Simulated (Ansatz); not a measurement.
# AlCo (Pm-3m): relaxing the cell for a phonon run

Wanted: the relaxed cell of AlCo (Pm-3m).

Program: Ansatz 0.2.0. Level of theory: DFT PBE, scalar-relativistic, plane waves, norm-conserving pseudopotentials. Results are calculated unless marked as measured.

Report form: the programs' logs are mostly left out.

**1. Starting point**

It takes space group Pm-3m (No. 221, cubic). Conventional cell: a = 2.819 Å, b = 2.819 Å, c = 2.819 Å, α = 90.00°, β = 90.00°, γ = 90.00°. Nearest to Al lie 8 Co at 2.44 Å. Co has 8 Al at 2.44 Å nearest. Farther neighbours are not listed.

**2. Probe on a coarse mesh**

A quick single point on a coarse mesh tells whether the cell has a gap and how far it is from rest, which sets the k mesh and smearing that follow.

Input file input.yaml:

```yaml
crystal:
  lattice:
    - [2.81940321, 0.0, 0.0]
    - [0.0, 2.81940321, 0.0]
    - [0.0, 0.0, 2.81940321]
  atoms:
    - { symbol: Al, position: [0.0, 0.0, 0.0] }
    - { symbol: Co, position: [0.5, 0.5, 0.5] }
kpoints:
  mp_grid: { grid: [6, 6, 6] }
hamiltonian:
  xc: pbe
  pseudopotentials: { kind: nc }
scf:
  occupations: { method: gaussian, width: 0.1 }
output:
  forces: true
  stress: true
  eigenvalues: true
```

Run with:

```bash
$ ansatz run input.yaml --threads 4 --pin off --max-ram 7168MiB --backend cpu --events-out ev --progress --plain --runs-dir out
```

Elapsed: 1.5 s, on 4 threads of Arm Neoverse N1, shared host; peak memory 0.3 GiB.

Numbers from this step:

```yaml
pressure: 6.923 GPa
volume_per_atom: 11.21 Å³
gap_on_the_k_mesh: 0 eV
```

The coarse mesh shows no gap and a pressure of 6.9 GPa.

**3. Bringing the structure to rest**

Harmonic phonons are second derivatives at a point where the forces vanish, and they are wanted at zero stress, so atoms and cell are relaxed first.

input.yaml, the sections that differ from step 2:

```yaml
kpoints:
  mp_grid: { grid: [14, 14, 14] }
output:
  forces: true
  stress: true
  eigenvalues: true
  write_density: true
  write_potential: true
  elf: true
  volumetric_format: npy
relax:
  adjacent_minimum: "off"
  f_tol: 0.005
  max_steps: 80
  cell: { stress_tol: 0.05 }
# crystal, hamiltonian, scf: as in step 2
```

It took 77 s on 4 threads; peak memory 0.45 GiB; 1.7 min of CPU time.

Step by step:

| step | energy less that of the first step (eV) | largest force component (eV/Å) | pressure (GPa) | volume (Å³) |
| --- | --- | --- | --- | --- |
| 1 | 0.0000 | 0.0000 | 6.62 | 22.41 |
| 2 | -0.0124 | 0.0000 | 2.88 | 22.84 |
| 3 | -0.0155 | 0.0000 | 0.14 | 23.17 |
| 4 | -0.0155 | 0.0000 | 0.00 | 23.19 |
| 5* | -0.0158 | 0.0000 | 0.05 | 23.19 |

Relaxation steps marked * repeat the geometry before them on a plane-wave basis chosen anew for their cell, so energy and pressure can jump there.

The run keeps the 48 symmetry operations that it works with, so distortions that break them were not tested.

| conventional cell, symmetrised | before | after | change |
| --- | --- | --- | --- |
| a (Å) | 2.819 | 2.852 | +1.1 % |
| b (Å) | 2.819 | 2.852 | +1.1 % |
| c (Å) | 2.819 | 2.852 | +1.1 % |
| volume (Å³/atom) | 11.21 | 11.60 | +3.5 % |

Final coordinates:

```xyz
2
Lattice="2.8517 0.0000 0.0000 0.0000 2.8517 0.0000 0.0000 0.0000 2.8517" Properties=species:S:1:pos:R:3 pbc="T T T"
Al    0.0000    0.0000    0.0000
Co    1.4259    1.4259    1.4259
```

This step gave:

| Quantity | Value |
| --- | --- |
| pressure | 0.04861 GPa |
| volume per atom | 11.60 Å³ |

Valence density in the ac plane at fractional y = 0.000, with atoms of Al within 0.2 Å of it. It is the smooth field of the valence electrons, not physical close to the nuclei.

Ten even steps from '0' (0.00 e/Å³) to '9' (0.41 e/Å³):
```
002345555554320
123455555555432
334555555555543
445566655666554
555566666666555
555566688666555
555556899865555
555556899865555
555566688666555
555566666666555
445566655666554
334555555555543
123455555555432
002345555554320
001345555554310
```
Columns run along a (2.9 Å), rows up along c (2.9 Å). Atoms in or near the plane, at fractional coordinates: Al at (0.00, 0.00).

Electrostatic potential energy in the ac plane at fractional y = 0.000, with atoms of Al within 0.2 Å of it. With pseudopotentials it is smooth inside the atoms' cores, unlike the true potential.

Ten even steps from '_' (-68 eV) to '@' (16 eV):
```
____..++##%%@@@@@@@@%%##++..__
__..==**%%@@@@@@@@@@@@%%**==..
==++**%%%%@@@@@@@@@@@@%%%%**++
####%%%%@@@@@@@@@@@@@@@@%%%%##
%%%%@@@@@@@@@@@@@@@@@@@@@@@@%%
@@@@@@@@@@@@@@@@@@@@@@@@@@@@@@
@@@@@@@@@@@@@@@@@@@@@@@@@@@@@@
@@@@@@@@@@@@@@@@@@@@@@@@@@@@@@
@@@@@@@@@@@@@@@@@@@@@@@@@@@@@@
%%%%@@@@@@@@@@@@@@@@@@@@@@@@%%
####%%%%@@@@@@@@@@@@@@@@%%%%##
==++**%%%%@@@@@@@@@@@@%%%%**++
__..==**%%@@@@@@@@@@@@%%**==..
____..++##%%@@@@@@@@%%##++..__
==____==##%%@@@@@@@@%%##==____
```
Columns run along a (2.9 Å; values clipped at the 3rd and 97th percentile), rows up along c (2.9 Å). Atoms in or near the plane, at fractional coordinates: Al at (0.00, 0.00).

ELF in the ac plane at fractional y = 0.000, with atoms of Al within 0.2 Å of it. It is the smooth field of the valence electrons, not physical close to the nuclei.

Ten even steps from '_' (0.00) to '@' (0.52):
```
______::**@@@@@@@@@@@@**::____
____..++%%@@@@@@@@@@@@%%++..__
::::++##@@@@@@@@@@@@@@@@##++::
****%%@@@@@@@@%%%%@@@@@@@@%%**
%%@@@@@@@@@@%%%%%%%%@@@@@@@@@@
@@@@@@@@@@%%%%%%%%%%%%@@@@@@@@
@@@@@@@@%%%%%%%%%%%%%%%%@@@@@@
@@@@@@@@%%%%%%%%%%%%%%%%@@@@@@
@@@@@@@@@@%%%%%%%%%%%%@@@@@@@@
%%@@@@@@@@@@%%%%%%%%@@@@@@@@@@
****%%@@@@@@@@%%%%@@@@@@@@%%**
::::++##@@@@@@@@@@@@@@@@##++::
____..++%%@@@@@@@@@@@@%%++..__
______::**@@@@@@@@@@@@**::____
______::**%%@@@@@@@@%%**::____
```
Columns run along a (2.9 Å), rows up along c (2.9 Å). Atoms in or near the plane, at fractional coordinates: Al at (0.00, 0.00).

In this step the volume went from 11.21 to 11.60 Å³/atom.

**4. Relaxing to small forces for the phonons**

Phonons need a cell at rest on their own settings, so the relaxation is repeated with tight tolerances on forces and stress on the k mesh and occupations of the first response run.

Input file input.yaml:

```yaml
crystal:
  lattice:
    - [2.8517288171, 0.0, 0.0]
    - [0.0, 2.8517288171, 0.0]
    - [0.0, 0.0, 2.8517288171]
  atoms:
    - { symbol: Al, position: [0.0, 0.0, 0.0] }
    - { symbol: Co, position: [0.5, 0.5, 0.5] }
kpoints:
  mp_grid: { grid: [16, 16, 16] }
hamiltonian:
  xc: pbe
  pseudopotentials: { kind: nc }
scf:
  occupations: { method: methfessel_paxton, width: 0.15 }
output:
  forces: true
  stress: true
  eigenvalues: true
relax:
  adjacent_minimum: "off"
  f_tol: 0.001
  max_steps: 60
  cell: { stress_tol: 0.01 }
```

Wall time 4 min (4 threads); peak memory 0.53 GiB; 83 s of CPU time.

Little changed from the start: no atom moved by 0.005 Å and no cell edge by 0.1 %.

This step gave:

```yaml
pressure: 0.005123 GPa
```

The forces vanish by symmetry and the pressure is 0.005 GPa, within the tolerances set. The cell now holds 11.60 Å³/atom.

**5. What came out**

```json
{
 "space group after relaxation (within 0.01 Å)": "Pm-3m",
 "lattice constant a": "2.852 Å",
 "lattice constant b": "2.852 Å",
 "lattice constant c": "2.852 Å",
 "volume per atom": "11.6 Å³"
}
```

In words: The forces vanish by symmetry and the pressure is 0.005 GPa, within the tolerances set. The cell now holds 11.60 Å³/atom. The relaxation keeps the symmetry of its start, so it says nothing on stability against lower symmetry. The runs are without spin polarisation, although Co often carries a moment.

[Logs are printed without paths, hosts, clocks, repeated set-up lines and the standing remarks that a program may print on its own settings, such as how far it seeks lower states.]

[Hosts, paths, dates, database ids (printed as entryN), source tags and the programs' standing remarks are cut or masked in the printed files.]
